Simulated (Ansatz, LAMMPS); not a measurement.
# Elastic response of glassy 68GeO2-32ZnO (mol %) (91 atoms)

How stiff is glassy 68GeO2-32ZnO (mol %) (91 atoms), and how do its levels respond to strain?

Method: Kohn-Sham DFT, PBE, PAW (set soft_1), plane waves; PAW set soft_1, in Ansatz 0.2.0.

**1. The structure**

The cell holds 91 atoms: 23 Ge, 11 Zn and 57 O. Cell: a = 11.046 Å, b = 11.046 Å, c = 11.046 Å, α = 90.0°, β = 90.0°, γ = 90.0°. 91 atoms (23 Ge, 11 Zn, 57 O) placed at random at 4 g/cm³, melted at 4000 K for 10 ps at fixed volume with the Morse and Coulomb pair potential with partial charges (Pedone, Malavasi, Menziani, Cormack and Segre, J. Phys. Chem. B 110, 11780 (2006)). Quenched from 4000 K to 300 K at 50 K/ps and fixed volume, held 10 ps at zero pressure, then minimised at fixed cell.

What the set-up can't give: The quench rate of 50 K/ps is orders of magnitude faster than experiment, which tends to freeze in extra defects. The starting topology of bonds comes from the classical model, and needn't be the one that DFT or experiment would give. Sampling is at Γ alone.

**2. Single point at the start**

The forces at the start show how far the geometry lies from a minimum of this functional.

input.yaml reads:

```yaml
crystal:
  lattice:
    - [11.04645, 0.0, 0.0]
    - [0.0, 11.04645, 0.0]
    - [0.0, 0.0, 11.04645]
  atoms:
    - { symbol: Ge, position: [0.59686, 0.01404, 0.08646] }
    - { symbol: Ge, position: [0.5484, 0.54177, 0.29172] }
    - { symbol: Ge, position: [0.02715, 0.6737, 0.7933] }
    - { symbol: Ge, position: [0.33955, 0.97087, 0.46308] }
    - { symbol: Ge, position: [0.54077, 0.74296, 0.75778] }
    - { symbol: Ge, position: [0.37567, 0.4003, 0.09589] }
    - { symbol: Ge, position: [0.93304, 0.25959, 0.05586] }
    - { symbol: Ge, position: [0.88374, 0.86193, 0.4034] }
    - { symbol: Ge, position: [0.01311, 0.56976, 0.32313] }
    - { symbol: Ge, position: [0.81442, 0.06248, 0.88496] }
    - { symbol: Ge, position: [0.43545, 0.51533, 0.57534] }
    - { symbol: Ge, position: [0.10236, 0.49804, 0.03705] }
    - { symbol: Ge, position: [0.79116, 0.37508, 0.27981] }
    - { symbol: Ge, position: [0.53854, 0.23388, 0.65507] }
    - { symbol: Ge, position: [0.77345, 0.37706, 0.74154] }
    - { symbol: Ge, position: [0.72708, 0.75399, 0.16193] }
    - { symbol: Ge, position: [0.97231, 0.14375, 0.3519] }
    - { symbol: Ge, position: [0.26039, 0.18118, 0.27689] }
    - { symbol: Ge, position: [0.01957, 0.20673, 0.65364] }
    - { symbol: Ge, position: [0.76997, 0.62376, 0.90265] }
    - { symbol: Ge, position: [0.15848, 0.7973, 0.27962] }
    - { symbol: Ge, position: [0.31334, 0.97304, 0.05464] }
    - { symbol: Ge, position: [0.13454, 0.47301, 0.5839] }
    - { symbol: Zn, position: [0.63665, 0.83724, 0.4919] }
    - { symbol: Zn, position: [0.50734, 0.17907, 0.91064] }
    - { symbol: Zn, position: [0.782, 0.57091, 0.48851] }
    - { symbol: Zn, position: [0.82282, 0.84627, 0.68186] }
    - { symbol: Zn, position: [0.07555, 0.96321, 0.87402] }
    - { symbol: Zn, position: [0.6064, 0.06323, 0.39596] }
    - { symbol: Zn, position: [0.34378, 0.99276, 0.76875] }
    - { symbol: Zn, position: [0.09949, 0.92818, 0.63747] }
    - { symbol: Zn, position: [0.78635, 0.09002, 0.57133] }
    - { symbol: Zn, position: [0.34578, 0.66157, 0.12394] }
    - { symbol: Zn, position: [0.95846, 0.95437, 0.14109] }
    - { symbol: O, position: [0.95113, 0.86739, 0.55536] }
    - { symbol: O, position: [0.87004, 0.70231, 0.80467] }
    - { symbol: O, position: [0.45211, 0.14142, 0.74411] }
    - { symbol: O, position: [0.61067, 0.08123, 0.22237] }
    - { symbol: O, position: [0.95344, 0.14085, 0.15628] }
    - { symbol: O, position: [0.33787, 0.11484, 0.39636] }
    - { symbol: O, position: [0.62741, 0.67289, 0.86849] }
    - { symbol: O, position: [0.75631, 0.96824, 0.44392] }
    - { symbol: O, position: [0.48831, 0.92703, 0.45265] }
    - { symbol: O, position: [0.6503, 0.28162, 0.75858] }
    - { symbol: O, position: [0.45361, 0.51674, 0.17104] }
    - { symbol: O, position: [0.96834, 0.14374, 0.51862] }
    - { symbol: O, position: [0.05708, 0.57127, 0.67959] }
    - { symbol: O, position: [0.11739, 0.32495, 0.62959] }
    - { symbol: O, position: [0.854, 0.25177, 0.34786] }
    - { symbol: O, position: [0.05382, 0.3503, 0.02062] }
    - { symbol: O, position: [0.87581, 0.19921, 0.92662] }
    - { symbol: O, position: [0.07673, 0.49555, 0.44186] }
    - { symbol: O, position: [0.3192, 0.30803, 0.20854] }
    - { symbol: O, position: [0.97538, 0.9861, 0.34035] }
    - { symbol: O, position: [0.65033, 0.80496, 0.66434] }
    - { symbol: O, position: [0.78443, 0.73734, 0.45111] }
    - { symbol: O, position: [0.83521, 0.83384, 0.23817] }
    - { symbol: O, position: [0.23988, 0.88695, 0.37604] }
    - { symbol: O, position: [0.78873, 0.66358, 0.0507] }
    - { symbol: O, position: [0.04366, 0.53399, 0.17654] }
    - { symbol: O, position: [0.67952, 0.07109, 0.96476] }
    - { symbol: O, position: [0.11553, 0.20494, 0.3281] }
    - { symbol: O, position: [0.91303, 0.96387, 0.9573] }
    - { symbol: O, position: [0.2591, 0.49324, 0.04144] }
    - { symbol: O, position: [0.05878, 0.59498, 0.92462] }
    - { symbol: O, position: [0.49207, 0.55511, 0.43427] }
    - { symbol: O, position: [0.79873, 0.01987, 0.73773] }
    - { symbol: O, position: [0.62153, 0.16266, 0.54553] }
    - { symbol: O, position: [0.45383, 0.32241, 0.99332] }
    - { symbol: O, position: [0.6324, 0.66462, 0.24739] }
    - { symbol: O, position: [0.28174, 0.51411, 0.57949] }
    - { symbol: O, position: [0.10504, 0.85729, 0.14894] }
    - { symbol: O, position: [0.45585, 0.0432, 0.02781] }
    - { symbol: O, position: [0.23937, 0.99371, 0.92208] }
    - { symbol: O, position: [0.79354, 0.47639, 0.86027] }
    - { symbol: O, position: [0.89076, 0.28653, 0.6945] }
    - { symbol: O, position: [0.23843, 0.6665, 0.2614] }
    - { symbol: O, position: [0.64449, 0.86787, 0.09726] }
    [... 7 atom lines left out ...]
    - { symbol: O, position: [0.02689, 0.72565, 0.3485] }
    - { symbol: O, position: [0.64577, 0.42008, 0.29849] }
    - { symbol: O, position: [0.35562, 0.83297, 0.10206] }
    - { symbol: O, position: [0.83336, 0.3523, 0.13284] }
    - { symbol: O, position: [0.86486, 0.50573, 0.33928] }
    - { symbol: O, position: [0.08668, 0.81297, 0.77583] }
kpoints:
  mp_grid: { grid: [1, 1, 1] }
hamiltonian:
  xc: pbe
  pseudopotentials: { kind: paw, azcp: { folder: soft_1 } }
scf:
  occupations: { method: gaussian, width: 0.05 }
output:
  forces: true
```

Run with:

```console
ansatz run input.yaml --threads 4 --pin off --max-ram 8192MiB --backend cpu --events-out ev --progress --plain --runs-dir out
```

What it wrote:

```text
[...]
Pseudopotentials: kind: paw
Pseudopotential: Ge, paw, valence charge 14, recommended cutoff 420 eV (normal), soft_1/Ge.paw.azcp
Pseudopotential: Zn, paw, valence charge 12, recommended cutoff 420 eV (normal), soft_1/Zn.paw.azcp
Pseudopotential: O, paw, valence charge 6, recommended cutoff 420 eV (normal), soft_1/O.paw.azcp
[... 5 lines on functional and potentials left out ...]
Crystal: 91 atoms, lattice volume = 1347.933 Å³
Basis set: ecut = 420 eV, 26193 PW (Γ), exchange–correlation on 150×150×150 points (8 copies of the dense FFT grid, shifted against one another)
Bands: 489, of which v1, the nominal top of the filled ones, is band 398 counted from 1 (397 counted from 0)
Symmetry: 1 space group operations
Space group: P1 (ITA 1), of the structure as read, at distance tolerance 1.1e-4 Å
k-points: 1
[... 7 lines on functional and potentials left out ...]
Initial density: superposition of atomic densities (chi_scale 0.1, normalization cell, long waves 9 % of neutral atoms (reshape's long-wave potential 1.09 eV rms, cloud 1.88 Å wide))
Initial wavefunctions: pseudopotential atomic-orbital guess
[...]
SCF iter   1: F=—  HF=-167655.010457 eV  |F-HF|=—  |Δ(HF+E_count)|=         —  Δρ=1.04e-1  dr2=1.07e2  ethr=3.10e-3  ⟨swp⟩=6.0  Hψ=2098  notcnv=0  defer=1
preconditioner: auto → Resta (q_TF=auto, 2.499 Å⁻¹)  ε∞=3.0  [insulator: Δε(μ)=1.729 eV  Ē_g=20.047 eV  σ=0.050 eV  W_gap=1.00  n_scr=364 (ndim 8)  ℏωp=28.5 eV  f_vac=0.172  D(μ)=0.00/eV (n_scr^D=0)  ε∞_Penn≈3.0]
SCF iter   2: F=—  HF=-167626.669676 eV  |F-HF|=—  |Δ(HF+E_count)|=    2.83e1  Δρ=3.90e-2  dr2=1.28e1  ethr=3.10e-3  ⟨swp⟩=3.0  Hψ=851  notcnv=0  defer=84
SCF iter   3: F=—  HF=-167623.311343 eV  |F-HF|=—  |Δ(HF+E_count)|=    3.36e0  Δρ=1.72e-2  dr2=3.47e0  ethr=1.61e-3  ⟨swp⟩=2.0  Hψ=744  notcnv=0  defer=56
automatic band count: iteration 3 solves 461 bands in place of 489: the levels show a gap, and the empty bands left out lie too high to hold charge; the band table lists the bands solved (type scf.n_extra_bands for more)
SCF iter   4: F=—  HF=-167622.914045 eV  |F-HF|=—  |Δ(HF+E_count)|=   3.97e-1  Δρ=7.50e-3  dr2=4.87e-1  ethr=4.36e-4  ⟨swp⟩=4.0  Hψ=650  notcnv=0  defer=56
SCF iter   5: F=—  HF=-167622.942751 eV  |F-HF|=—  |Δ(HF+E_count)|=   2.87e-2  Δρ=2.54e-3  dr2=7.09e-2  ethr=6.12e-5  ⟨swp⟩=2.0  Hψ=741  notcnv=0  defer=58
[...]
SCF iter  13: F=—  HF=-167622.972063 eV  |F-HF|=—  |Δ(HF+E_count)|=   2.49e-7  Δρ=3.65e-6  dr2=1.36e-7  ethr=1.26e-11  ⟨swp⟩=5.0  Hψ=1589  notcnv=0
SCF iter  14: F=-167622.972063 eV  HF=-167622.972063 eV  |F-HF|=7.68e-9  |Δ(HF+E_count)|=   1.64e-8  Δρ=1.09e-6  dr2=1.46e-8  ethr=1.26e-11  ⟨swp⟩=4.0  Hψ=1484  notcnv=0
SCF 1 converged in 14 iterations: F = -167622.972063 eV  dr2 = 1.46e-8
[...]
SCF converged after 14 iterations
Free energy (F): -167622.972063 eV
Harris-Foulkes:  -167622.972063 eV  (|F-HF|=7.68e-9)
Internal energy: -167622.972063 eV  (E = F + TS)
E sigma→0 (E₀):  -167622.972063 eV
Fermi energy:    5.122868 eV
--- Per-component energies (eV) ---
[...]
Σ components = -167622.972063   (vs F -167622.972063, Δ=0.00e0)
--- Forces (eV/Å), atoms counted from 1 ---
  atom   1  Ge     0.89347434    -0.73898591     2.13293471
  atom   2  Ge     1.00763295    -0.10822005     0.36662729
  atom   3  Ge     0.17552314    -1.23078131    -0.08935053
  atom   4  Ge    -0.44136490    -0.42000173    -1.33257661
[...]
atom  91  O      1.02511270     1.47038643    -0.11503441
  max |Σ_I F_I| component: 6.64e-6 eV/Å
```

Wall time 22 s (4 threads of Arm Neoverse V2, shared host); peak memory 2 GiB; 85 s of CPU time.

In the SCF lines HF is the Harris–Foulkes energy and dr2 the Hartree energy of the density residual, in eV; the loop may stop once dr2 is under the threshold and the program's other checks hold. Hψ counts applications of the Hamiltonian.

The r.m.s. force at the start is 0.90 eV/Å.

[end of part 1 of 4]

[Long decimals in the printed logs are rounded to 6 places.]

[Logs are printed without paths, hosts, clocks, repeated set-up lines and the standing remarks that a program may print on its own settings, such as how far it seeks lower states.]

[Hosts, paths, dates, database ids (printed as entryN), source tags and the programs' standing remarks are cut or masked in the printed files.]
